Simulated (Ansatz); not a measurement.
# A hypothetical structure for Mg2CoS4

Starting from a made-up structure for Mg2CoS4, the aim is the relaxed cell, its shortest contacts and, where a second run follows, its electronic structure.

Main program and level: Ansatz 0.2.0; DFT, PBE, plane-wave PAW, files of the set soft_1, scalar-relativistic, ferromagnetic start, cell and ions relaxed at zero pressure; PAW set soft_1.

### 1. Set-up

It takes space group C2/m (No. 12, monoclinic). The conventional cell has a = 11.460 Å, b = 3.522 Å, c = 6.055 Å, α = 90.00°, β = 119.59°, γ = 90.00°. Nearest to Co lie 6 S at 2.38 Å. S has 2 Co at 2.38 Å and 3 Mg at 2.44 to 2.47 Å nearest. Nearest to S lie 3 Mg at 2.29 to 2.30 Å and 1 Co at 2.38 Å. Nearest to Mg lie 6 S at 2.29 to 2.47 Å. Farther neighbours and most contacts between anions are not listed.

### 2. Relaxing cell and atoms

The guess takes its coordinates from another compound and its volume from a rule, so the cell and any free coordinates are relaxed together.

The input, input.yaml:

```yaml
crystal:
  lattice:
    - [5.73, -1.761, 0.0]
    - [5.73, 1.761, 0.0]
    - [-2.989899077, 0.0, 5.265313714]
  atoms:
    - { symbol: Co, position: [0.0, 0.0, 0.0], spin: 2.0 }
    - { symbol: S, position: [0.6328, 0.6328, 0.9764] }
    - { symbol: S, position: [0.3672, 0.3672, 0.0236] }
    - { symbol: S, position: [0.8806, 0.8806, 0.5478] }
    - { symbol: S, position: [0.1194, 0.1194, 0.4522] }
    - { symbol: Mg, position: [0.7375, 0.7375, 0.7106] }
    - { symbol: Mg, position: [0.2625, 0.2625, 0.2894] }
magnetization:
  spin_polarized: true
kpoints:
  mp_grid: { grid: [8, 8, 5] }
scf:
  occupations: { method: fermi_dirac, width: 0.05 }
hamiltonian:
  xc: pbe
  pseudopotentials: { kind: paw, azcp: { folder: soft_1 } }
relax:
  f_tol: 0.015
  max_steps: 70
  cell: {}
output:
  forces: true
  stress: true
```

Started as:

```console
$ ansatz run input.yaml --threads 4 --pin off --max-ram 10240MiB --backend cpu --events-out ev --progress --plain --runs-dir out
```

Numbers of over 12 decimals in the logs are rounded to 6 here.

Output:

```text
Engine: ansatz 0.2.0, aarch64-unknown-linux-gnu
Pseudopotentials: kind: paw
Pseudopotential: Co, paw, valence charge 17, recommended cutoff 420 eV (normal), soft_1/Co.paw.azcp
Pseudopotential: S, paw, valence charge 6, recommended cutoff 420 eV (normal), soft_1/S.paw.azcp
Pseudopotential: Mg, paw, valence charge 10, recommended cutoff 420 eV (normal), soft_1/Mg.paw.azcp
Functional definition: PBE
  parameter kappa = 0.804
  parameter beta = 0.066725
  exchange = pbe_x(kappa = kappa, mu = beta*pi^2/3)
  correlation = pbe_c(beta = beta)
Crystal: 7 atoms, lattice volume = 106.260 Å³
Basis set: ecut = 420 eV, 2063 PW (Γ), exchange–correlation on 90×90×90 points (8 copies of the dense FFT grid, shifted against one another)
Bands: 39, of which v1, the nominal top of the filled ones, is band 31 counted from 1 (30 counted from 0)
Symmetry: 4 space group operations
Space group: C2/m (ITA 12), of the structure as read, at distance tolerance 4.7e-5 Å
Magnetic group: BNS 12.58 (UNI 65), of the structure as read, at distance tolerance 4.7e-5 Å
k-points: 93 of 320
Non-local potential: Co, projectors of the file, l = 0: 3, l = 1: 2, l = 2: 3, l = 3: 1
Non-local potential: S, projectors of the file, l = 0: 2, l = 1: 2, l = 2: 1
Non-local potential: Mg, projectors of the file, l = 0: 3, l = 1: 2, l = 2: 1
PAW form: soft (Blöchl's): semilocal exchange-correlation on the pseudo side does not see the compensation charge
PAW one-centre angular grid: Co, 590 points (default); XC on 64 Gauss nodes
PAW one-centre angular grid: S, 110 points (default); XC on 64 Gauss nodes
PAW one-centre angular grid: Mg, 110 points (default); XC on 64 Gauss nodes
Initial density: superposition of atomic densities (chi_scale 0.1, normalization cell, long waves kept (reshape's long-wave potential 0.03 eV rms))
Starting moments: Σ|m| = 2 μB on 1 of 7 sites
Initial wavefunctions: pseudopotential atomic-orbital guess
Functional: x = pbe(κ = 0.804, μ = 0.219515), c = pbe(β = 0.066725)
SCF iter   1: F=—  HF=-12585.803078 eV  |F-HF|=—  |Δ(HF+E_count)|=         —  Δρ=2.80e-2 (↑2.80e-2 ↓2.57e-2)  dr2=5.47e0  dr2_m=2.28e-2  M=1.795 μB ∫|m|=2.046 μB  β_m=0.30  ethr=3.10e-3  ⟨swp⟩=10.1  Hψ=37374  notcnv=0  defer=58
Mixer restart at iter 1: flushing history
preconditioner: auto → Kerker (q_TF=auto, 2.487 Å⁻¹)  [metal: Δε(μ)=0.000 eV  Ē_g=9.710 eV  σ=0.050 eV  W_gap=0.00  n_scr=32 (ndim 8)  ℏωp=21.9 eV  f_vac=0.000  D(μ)=6.73/eV (n_scr^D=74)]
spin=Collinear: Kerker preconditioning applied to the charge; magnetization (m = ρ↑ − ρ↓) channel mixes plain (no charge-response kernel on spin).
SCF iter   2: F=—  HF=-12585.065805 eV  |F-HF|=—  |Δ(HF+E_count)|=   7.37e-1  Δρ=2.36e-2 (↑2.00e-2 ↓2.36e-2)  dr2=2.96e0  dr2_m=5.66e-2  M=1.680 μB ∫|m|=1.972 μB  β_m=0.57  ethr=3.10e-3  ⟨swp⟩=2.0  Hψ=9757  notcnv=0  defer=378
SCF iter   3: F=—  HF=-12585.319811 eV  |F-HF|=—  |Δ(HF+E_count)|=   2.54e-1  Δρ=2.08e-2 (↑2.08e-2 ↓1.09e-2)  dr2=5.64e-1  dr2_m=1.68e-1  M=1.398 μB ∫|m|=1.772 μB  β_m=0.60  ethr=3.10e-3  ⟨swp⟩=3.2  Hψ=14674  notcnv=0  defer=378
SCF iter   4: F=—  HF=-12585.283490 eV  |F-HF|=—  |Δ(HF+E_count)|=   3.63e-2  Δρ=2.51e-2 (↑3.67e-3 ↓2.51e-2)  dr2=7.69e-1  dr2_m=1.64e-1  M=1.144 μB ∫|m|=1.532 μB  β_m=0.80  ethr=9.24e-4  ⟨swp⟩=3.0  Hψ=14501  notcnv=0  defer=387
SCF iter   5: F=—  HF=-12585.374022 eV  |F-HF|=—  |Δ(HF+E_count)|=   9.05e-2  Δρ=1.75e-2 (↑1.75e-2 ↓5.81e-3)  dr2=2.02e-1  dr2_m=9.89e-2  M=0.839 μB ∫|m|=1.201 μB  β_m=0.79  ethr=9.24e-4  ⟨swp⟩=3.3  Hψ=14186  notcnv=0  defer=387
SCF iter   6: F=—  HF=-12585.578180 eV  |F-HF|=—  |Δ(HF+E_count)|=         —  Δρ=3.53e-2 (↑3.53e-2 ↓1.10e-2)  dr2=5.07e-1  dr2_m=5.11e-1  M=0.232 μB ∫|m|=0.446 μB  β_m=0.79  ethr=3.31e-4  ⟨swp⟩=3.5  Hψ=15402  notcnv=0  defer=381
Mixer restart at iter 6: flushing history
SCF iter   7: F=—  HF=-12585.669400 eV  |F-HF|=—  |Δ(HF+E_count)|=   9.12e-2  Δρ=3.53e-2 (↑1.55e-2 ↓3.53e-2)  dr2=1.84e0  dr2_m=1.01e-1  M=0.135 μB ∫|m|=0.267 μB  β_m=0.69  ethr=3.31e-4  ⟨swp⟩=4.2  Hψ=18129  notcnv=0  defer=381
SCF iter   8: F=—  HF=-12585.487604 eV  |F-HF|=—  |Δ(HF+E_count)|=   1.82e-1  Δρ=1.15e-2 (↑1.15e-2 ↓2.39e-3)  dr2=6.30e-2  dr2_m=4.45e-2  M=0.089 μB ∫|m|=0.179 μB  β_m=0.71  ethr=3.31e-4  ⟨swp⟩=4.2  Hψ=17424  notcnv=0  defer=346
SCF iter   9: F=—  HF=-12585.471451 eV  |F-HF|=—  |Δ(HF+E_count)|=   1.62e-2  Δρ=6.69e-3 (↑6.69e-3 ↓2.75e-3)  dr2=1.16e-2  dr2_m=2.13e-2  M=0.055 μB ∫|m|=0.112 μB  β_m=0.86  ethr=1.03e-4  ⟨swp⟩=2.0  Hψ=10103  notcnv=0  defer=348
SCF iter  10: F=—  HF=-12585.469571 eV  |F-HF|=—  |Δ(HF+E_count)|=   1.88e-3  Δρ=3.24e-3 (↑3.24e-3 ↓4.35e-4)  dr2=7.30e-3  dr2_m=2.99e-3  M=0.023 μB ∫|m|=0.046 μB  β_m=0.93  ethr=1.91e-5  ⟨swp⟩=2.0  Hψ=8979  notcnv=0  defer=349
SCF iter  11: F=—  HF=-12585.469099 eV  |F-HF|=—  |Δ(HF+E_count)|=   4.72e-4  Δρ=1.03e-3 (↑1.03e-3 ↓2.77e-4)  dr2=1.38e-3  dr2_m=1.54e-4  M=0.008 μB ∫|m|=0.016 μB  β_m=0.93  ethr=1.20e-5  ⟨swp⟩=1.6  Hψ=8120  notcnv=0  defer=351
SCF iter  12: F=—  HF=-12585.468965 eV  |F-HF|=—  |Δ(HF+E_count)|=   1.34e-4  Δρ=1.33e-4 (↑1.17e-4 ↓1.33e-4)  dr2=5.98e-6  dr2_m=1.48e-5  M=0.004 μB ∫|m|=0.007 μB  β_m=0.96  ethr=2.26e-6  ⟨swp⟩=2.0  Hψ=9316  notcnv=0  defer=351
SCF iter  13: F=—  HF=-12585.468984 eV  |F-HF|=—  |Δ(HF+E_count)|=   1.88e-5  Δρ=2.17e-5 (↑1.67e-5 ↓2.17e-5)  dr2=7.37e-7  dr2_m=1.66e-7  M=0.001 μB ∫|m|=0.001 μB  β_m=0.98  ethr=9.80e-9  ⟨swp⟩=3.1  Hψ=15458  notcnv=0  defer=351
SCF iter  14: F=—  HF=-12585.468984 eV  |F-HF|=—  |Δ(HF+E_count)|=   1.05e-7  Δρ=1.46e-5 (↑1.46e-5 ↓8.56e-6)  dr2=5.34e-7  dr2_m=2.37e-8  M=0.000 μB ∫|m|=0.000 μB  β_m=0.99  ethr=1.21e-9  ⟨swp⟩=2.0  Hψ=12561  notcnv=0  defer=351
SCF iter  15: F=—  HF=-12585.468984 eV  |F-HF|=—  |Δ(HF+E_count)|=   2.30e-9  Δρ=7.20e-6 (↑7.20e-6 ↓2.06e-6)  dr2=8.55e-8  dr2_m=9.46e-9  M=0.000 μB ∫|m|=0.000 μB  β_m=1.00  ethr=8.76e-10  ⟨swp⟩=1.9  Hψ=7625  notcnv=0  defer=351
SCF iter  16: F=—  HF=-12585.468984 eV  |F-HF|=—  |Δ(HF+E_count)|=   1.73e-9  Δρ=9.49e-7 (↑9.49e-7 ↓6.23e-7)  dr2=1.41e-9  dr2_m=4.41e-10  M=0.000 μB ∫|m|=0.000 μB  β_m=1.00  ethr=1.40e-10  ⟨swp⟩=2.0  Hψ=8885  notcnv=0  defer=351
SCF iter  17: F=-12585.468984 eV  HF=-12585.468984 eV  |F-HF|=6.60e-10  |Δ(HF+E_count)|=  1.24e-10  Δρ=4.52e-7 (↑4.52e-7 ↓4.24e-7)  dr2=8.86e-10  dr2_m=3.56e-12  M=0.000 μB ∫|m|=0.000 μB  ethr=2.31e-12  ⟨swp⟩=1.0  Hψ=24118  notcnv=0
[...]
relax step   9: F+E_penalty+E_count = -12587.11809046 eV  Δ(F+E_penalty+E_count) = -4.367e-3 eV  max|allowed force component| = 2.136e-3 eV/Å  Δτ_max = 0.0000 Å  P = +0.035 GPa  Ω = 119.242 Å³  stress off target by 7.41e-2 GPa  SCF on the basis re-selected at this cell (its energy is not comparable with the rows above)  (12 SCF iters)
relax step  10: F+E_penalty+E_count = -12587.11809986 eV  Δ(F+E_penalty+E_count) = -9.406e-6 eV  max|allowed force component| = 9.269e-4 eV/Å  Δτ_max = 0.0012 Å  P = +0.001 GPa  Ω = 119.291 Å³  energy of the carried Pulay correction = -9.823e-6 eV  (9 SCF iters, dr2 threshold 1.37e-8 eV, accepted)
iter 1 solved again at ethr=7.96e-7 eV; its pass at ethr=3.10e-3 eV (dr2=4.86e-4 eV) is discarded
SCF iter   1: F=—  HF=-12587.118070 eV  |F-HF|=—  |Δ(HF+E_count)|=         —  Δρ=2.06e-5 (↑2.06e-5 ↓2.06e-5)  dr2=5.02e-8  dr2_m=9.86e-11  M=-0.000 μB ∫|m|=0.000 μB  β_m=0.65  ethr=7.96e-7  ⟨swp⟩=3.9  Hψ=54656  notcnv=0
eigensolver tolerance schedule: the retry pair's looser diagonalisation over-reported the residual by 9679.43 of it (diagonalisation noise at an unbounded share of the residual, at the tolerance the schedule requests for it); recorded, not acted on — ethr = c·dr2/N_el stays at c = 1.0e-1
preconditioner: auto → Kerker (q_TF=auto, 2.161 Å⁻¹)  [metal: Δε(μ)=0.007 eV  Ē_g=9.145 eV  σ=0.050 eV  W_gap=0.03  n_scr=18 (ndim 8)  ℏωp=20.7 eV  f_vac=0.000  D(μ)=4.00/eV (n_scr^D=34)]
spin=Collinear: Kerker preconditioning applied to the charge; magnetization (m = ρ↑ − ρ↓) channel mixes plain (no charge-response kernel on spin).
SCF iter   2: F=—  HF=-12587.118106 eV  |F-HF|=—  |Δ(HF+E_count)|=   3.61e-5  Δρ=7.46e-6 (↑7.40e-6 ↓7.46e-6)  dr2=9.39e-9  dr2_m=7.80e-11  M=-0.000 μB ∫|m|=0.000 μB  β_m=0.57  ethr=8.22e-11  ⟨swp⟩=4.0  Hψ=18532  notcnv=0
SCF iter   3: F=—  HF=-12587.118108 eV  |F-HF|=—  |Δ(HF+E_count)|=   2.33e-6  Δρ=3.41e-6 (↑3.41e-6 ↓3.35e-6)  dr2=2.82e-9  dr2_m=7.20e-11  M=-0.000 μB ∫|m|=0.000 μB  β_m=0.64  ethr=1.54e-11  ⟨swp⟩=2.0  Hψ=12382  notcnv=0
SCF iter   4: F=—  HF=-12587.118109 eV  |F-HF|=—  |Δ(HF+E_count)|=   5.03e-7  Δρ=7.91e-7 (↑4.78e-7 ↓7.91e-7)  dr2=5.44e-10  dr2_m=6.82e-11  M=-0.000 μB ∫|m|=0.000 μB  β_m=0.59  ethr=4.62e-12  ⟨swp⟩=2.0  Hψ=12407  notcnv=0
SCF iter   5: F=—  HF=-12587.118109 eV  |F-HF|=—  |Δ(HF+E_count)|=   8.41e-9  Δρ=3.46e-7 (↑1.34e-7 ↓3.46e-7)  dr2=6.50e-11  dr2_m=5.29e-11  M=-0.000 μB ∫|m|=0.000 μB  β_m=0.79  ethr=1.00e-12  ⟨swp⟩=2.0  Hψ=12373  notcnv=0
SCF iter   6: F=—  HF=-12587.118109 eV  |F-HF|=—  |Δ(HF+E_count)|=  2.02e-10  Δρ=2.34e-7 (↑9.16e-8 ↓2.34e-7)  dr2=5.09e-11  dr2_m=2.62e-11  M=-0.000 μB ∫|m|=0.000 μB  β_m=0.90  ethr=1.00e-12  ⟨swp⟩=2.0  Hψ=8051  notcnv=0
SCF iter   7: F=—  HF=-12587.118109 eV  |F-HF|=—  |Δ(HF+E_count)|=  6.37e-11  Δρ=2.16e-7 (↑2.16e-7 ↓1.23e-7)  dr2=8.79e-11  dr2_m=3.19e-12  M=-0.000 μB ∫|m|=0.000 μB  β_m=0.95  ethr=1.00e-12  ⟨swp⟩=2.0  Hψ=9669  notcnv=0
SCF iter   8: F=—  HF=-12587.118109 eV  |F-HF|=—  |Δ(HF+E_count)|=  4.37e-11  Δρ=2.07e-7 (↑2.07e-7 ↓1.21e-7)  dr2=9.15e-11  dr2_m=2.55e-12  M=-0.000 μB ∫|m|=0.000 μB  β_m=0.97  ethr=1.00e-12  ⟨swp⟩=1.0  Hψ=7254  notcnv=0
SCF iter   9: F=—  HF=-12587.118109 eV  |F-HF|=—  |Δ(HF+E_count)|=  3.27e-11  Δρ=1.01e-7 (↑1.01e-7 ↓5.33e-8)  dr2=2.41e-11  dr2_m=8.24e-13  M=-0.000 μB ∫|m|=0.000 μB  β_m=0.95  ethr=1.00e-12  ⟨swp⟩=1.3  Hψ=7340  notcnv=0
SCF iter  10: F=-12587.118109 eV  HF=-12587.118109 eV  |F-HF|=5.82e-11  |Δ(HF+E_count)|=  1.09e-11  Δρ=1.14e-7 (↑1.14e-7 ↓1.11e-7)  dr2=6.23e-11  dr2_m=4.80e-15  M=-0.000 μB ∫|m|=0.000 μB  ethr=1.00e-12  ⟨swp⟩=3.1  Hψ=23707  notcnv=0
the starting moments were not kept: the SCF closed with an absolute magnetisation of 1.1e-6 μB, where they sum to 2 μB in size (1 site). That is at most 0.1 of that sum. Measured as dr2_m measures the in/out step, that magnetisation stands 6.3e-13 eV from none, at or under the dr2_threshold of 7.0e-11 eV: it is no larger than a step whose dr2_m would equal this threshold.
SCF 11 converged in 10 iterations: F = -12587.118109 eV  dr2 = 6.23e-11
relax step  11: F+E_penalty+E_count = -12587.11810869 eV  Δ(F+E_penalty+E_count) = -8.823e-6 eV  max|allowed force component| = 9.238e-4 eV/Å  Δτ_max = 0.0000 Å  P = +0.000 GPa  Ω = 119.291 Å³  stress off target by 1.28e-2 GPa  SCF on the basis re-selected at this cell (its energy is not comparable with the rows above)  (10 SCF iters)
basis re-selected at this cell: Δ(F+E_penalty+E_count) = -8.823e-6 eV, ΔP = -0.000 GPa vs the last step (what re-selecting the basis moved, of the pressure what is left beyond the Pulay correction that the steps carried, after the strain that the cell walked since its last selection, with what the two solves' SCF thresholds leave and, on support functions, any second-order correction that the steps lacked; it is no m [...]
SCF converged after 10 iterations
Magnetization: -0.0000 μB (30.5000 up, 30.5000 down)
Absolute magnetization: 0.0000 μB (∫|ρ↑−ρ↓|, with the PAW one-centre terms)
Spin contamination: 0.0000 ħ² per cell (⟨S²⟩ above its minimum at these occupations)
Per-site moments (μB) at R_I (Å): [(-4.647552583677754e-7, 0.929125), (1.4378694793682763e-8, 0.973838), (1.4378694755114585e-8, 0.973838), (-1.704474637611402e-7, 0.929125), (-1.7044746370399992e-7, 0.929125), (-4.2862807597786914e-9, 1.019975), (-4.286280829292978e-9, 1.019975)]
Free energy (F): -12587.118109 eV
Harris-Foulkes:  -12587.118109 eV  (|F-HF|=5.82e-11)
Internal energy: -12587.085014 eV  (E = F + TS)
E sigma→0 (E₀):  -12587.101562 eV
Entropy (-TS):   -0.033094 eV (-4.728 meV/atom)
Fermi energy:    7.626643 eV
--- Per-component energies (eV) ---
  E_band       = -1046.465121
  E_kinetic    = 858.708601
  E_local      = -8091.979955  (includes V_loc(G=0)·N_el)
  E_nonlocal   = 961.734569
  E_hartree    = 3213.546273
  E_xc         = -502.404038
  E_vxc        = -520.043090  (∫ρ·V_xc dr)
  E_paw        = -4608.520772  (= ΣΔE_a)
  E_vpaw       = -681.976826  (= ΣTr[D̂ρ^β])
  E_aug_tail   = -0.000316  (compensation charges beyond the density's cutoff)
  E_ewald      = -4418.169376
  E_smearing   = -0.033094  (= −TS)
  E_closure    = -0.000000  (closes the sum)
  Σ components = -12587.118109   (vs F -12587.118109, Δ=0.00e0)
--- Forces (eV/Å), atoms counted from 1 ---
  atom   1  Co     0.00000000     0.00000000     0.00000000
  atom   2  S      0.00092380    -0.00000000    -0.00071066
  atom   3  S     -0.00092380     0.00000000     0.00071066
  atom   4  S      0.00081180    -0.00000000     0.00062979
  atom   5  S     -0.00081180     0.00000000    -0.00062979
  atom   6  Mg    -0.00052669     0.00000000    -0.00047088
  atom   7  Mg     0.00052669    -0.00000000     0.00047088
  max |Σ_I F_I| component: 1.63e-19 eV/Å
--- Stress (GPa, compression-positive) ---
        0.000947      -0.000000      -0.008631
       -0.000000       0.007826      -0.000000
       -0.008629      -0.000000      -0.007423
  P = ⅓ Tr σ = 0.0005 GPa (0.005 kbar)
--- Relaxed structure (9 steps of the walk, 9 accepted, 2 SCFs on fresh bases) ---
  F+E_penalty+E_count = -12587.11810869 eV   max|allowed force component| = 9.238e-4 eV/Å   (the final SCF, on the basis selected at the relaxed cell)
  cell:  # Å, volume = 119.2907 Å³
    - [5.793200, -1.814072, 0.038406]
    - [5.793200, 1.814072, 0.038406]
    - [-2.987585, -6.095759631742172e-17, 5.655689]
  atoms:
    - { symbol: Co, position: [1.6712785007304518e-19, 1.6712785007304522e-19, -1.8826429184368173e-19] }
    - { symbol: S, position: [0.630196, 0.630196, 0.999225] }
    - { symbol: S, position: [0.369804, 0.369804, 0.000774978] }
    - { symbol: S, position: [0.904681, 0.904681, 0.603293] }
    - { symbol: S, position: [0.095319, 0.095319, 0.396707] }
    - { symbol: Mg, position: [0.704947, 0.704947, 0.683126] }
    - { symbol: Mg, position: [0.295053, 0.295053, 0.316874] }
```

Wall time 2.5 min (4 threads of Arm Neoverse V2, shared host); peak memory 0.94 GiB.

Step by step:

```
step  energy less that of the first step (eV)  largest force component (eV/Å)  pressure (GPa)  volume (Å³)
   1                                   0.0000                          2.2237           14.50       106.26
   2                                  -1.2478                          0.7968            5.35       112.97
   3                                  -1.6083                          0.2698            0.95       118.42
   4                                  -1.6363                          0.1294           -0.34       119.91
   5                                  -1.6422                          0.0747           -0.06       119.37
   6                                  -1.6440                          0.0367            0.07       119.19
   7                                  -1.6447                          0.0180            0.03       119.16
   8                                  -1.6447                          0.0020            0.00       119.24
  9*                                  -1.6491                          0.0021            0.04       119.24
  10                                  -1.6491                          0.0009            0.00       119.29
 11*                                  -1.6491                          0.0009            0.00       119.29
```

Relaxation steps marked * repeat the geometry before them on a plane-wave basis chosen anew for their cell, so energy and pressure can jump there.

The run keeps the 4 symmetry operations that it works with, so distortions that break them were not tested.

```
     cell as run  before   after   change
           a (Å)   5.994   6.071   +1.3 %
           b (Å)   5.994   6.071   +1.3 %
           c (Å)   6.055   6.396   +5.6 %
           α (°)  118.16  116.11   -1.7 %
           β (°)  118.16  116.11   -1.7 %
           γ (°)   34.17   34.77   +1.8 %
volume (Å³/atom)   15.18   17.04  +12.3 %
```

The atoms that moved most (Å, as changes of fractional coordinates times the final cell):

```
atom      dx     dy      dz  length
  S5  -0.113  0.000  -0.316   0.335
  S4   0.113  0.000   0.316   0.335
 Mg6  -0.295  0.000  -0.158   0.335
 Mg7   0.295  0.000   0.158   0.335
  S2  -0.098  0.000   0.129   0.162
  S3   0.098  0.000  -0.129   0.162
```

The relaxed structure:

```xyz
7
Lattice="5.7932 -1.8141 0.0384 5.7932 1.8141 0.0384 -2.9876 0.0000 5.6557" Properties=species:S:1:pos:R:3 pbc="T T T"
Co    0.0000    0.0000    0.0000
S     4.3164    0.0000    5.6997
S     4.2824    0.0000    0.0328
S     8.6796    0.0000    3.4815
S    -0.0808    0.0000    2.2510
Mg    6.1269    0.0000    3.9177
Mg    2.4719    0.0000    1.8148
```

Numbers from this step:

* free energy: -12587.1181 eV
* energy at zero smearing: -12587.1016 eV
* smearing term TS: 0.03309 eV
* Fermi energy: 7.627 eV
* electrons: 61
* symmetry operations: 4
* pressure: 4.50e-4 GPa

Shortest distances by pair of elements, guess and relaxed (not always the same contact):

```
 pair  guess (Å)  relaxed (Å)
 Co–S      2.377        2.252
 Mg–S      2.293        2.473
  S–S      3.064        3.022
Co–Mg      2.629        3.067
Mg–Mg      3.226        3.482
```

The relaxation ends with a largest force component of 9.2e-4 eV/Å and a pressure of 0.00 GPa. The starting moments have collapsed: the run ends non-magnetic.

### 3. What came out

```
space group, relaxed : C2/m
conventional cell    : a = 11.587, b = 3.628, c = 6.396 Å; α = 90.0°, β = 117.5°, γ = 90.0°
volume per atom      : 17.04 Å³ (guess 15.18)
total moment         : 0.00 μB in the cell of 7 atoms
```

**Reading.** Mg2CoS4 relaxes to C2/m with a = 11.587, b = 3.628 and c = 6.396 Å. The guessed volume was 11 % too small. The space group C2/m was held in the relaxation, so the end point is a stationary structure within it and may be a saddle against distortions or other arrangements. The moments died out from this one start and weren't seeded again at the relaxed cell. Mesh and cutoff weren't tested. No dispersion term is used, so weakly bound directions may come out too long. Nothing here tests whether the compound is stable against decomposition.

[Logs are printed without paths, hosts, clocks, repeated set-up lines and the standing remarks that a program may print on its own settings, such as how far it seeks lower states.]

[Hosts, paths, dates, database ids (printed as entryN), source tags and the programs' standing remarks are cut or masked in the printed files.]
